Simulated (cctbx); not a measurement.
# Resonant diffraction in SmTeW

Space group P4/nmm (no. 129, origin choice 1), a = 4.2060 Å, b = 4.2060 Å, c = 8.5210 Å, α = 90.00°, β = 90.00°, γ = 90.00°.

| atom | mult. | x | y | z | Ueq (Å²) |
| --- | --- | --- | --- | --- | --- |
| W1 | 2 | 1/2 | 1/2 | 0 | 0.0049 |
| Sm1 | 2 | 1/2 | 0 | 0.2686 | 0.0037 |
| Te1 | 2 | 1/2 | 0 | 0.6262 | 0.0037 |

The model is made up (kin elements in a known structure type, no relaxation), so it says nothing on whether the phase exists.

Calculated with cctbx: free-atom f′ and f″ from the Sasaki tables, no fine structure; amplitudes in electrons.

```
E (eV)  F 1 0 3  F 0 0 1  F 0 2 0  F 1 1 0
  6116    131.8     55.2    263.7     53.2
  6466    128.7     54.5    260.0     50.6
  6596    125.8     54.5    256.8     47.8
  6656    123.0     54.7    253.7     44.9
  6686    120.4     55.0    250.9     42.2
  6701    117.7     55.3    248.0     39.4
  6708    115.3     55.6    245.4     36.8
  6712    112.7     55.9    242.7     34.2
  6720    114.3     56.0    243.9     39.2
  6724    117.4     55.6    247.3     42.1
  6731    120.1     55.2    250.2     44.6
  6746    123.0     54.8    253.3     47.4
  6776    125.8     54.4    256.3     50.1
  6866    129.3     53.7    259.9     53.6
  7116    131.5     52.7    261.9     56.1
```

**Question.** Which edge is crossed, and why do the reflections move as they do?

The L3 edge of Sm. The edge is at 6716 eV. f′ of Sm falls from -11.8 e at 6596 eV to -19.1 e at 4 eV below it, and f″ steps from 3.60 to 10.63 e across it. Over that approach |F| changes by -10 % (1 0 3), +3 % (0 0 1), -5 % (0 2 0) and -28 % (1 1 0): a reflection falls where Sm scatters in phase with the total and rises where it scatters against it; it hardly moves where the Sm term is small or cancels by symmetry. Above the edge the larger f″ enters the imaginary part, where it can add to or cancel the other atoms' f″. The structure is centrosymmetric, so Friedel mates stay equal.

[Logs are printed without paths, hosts, clocks, repeated set-up lines and the standing remarks that a program may print on its own settings, such as how far it seeks lower states.]
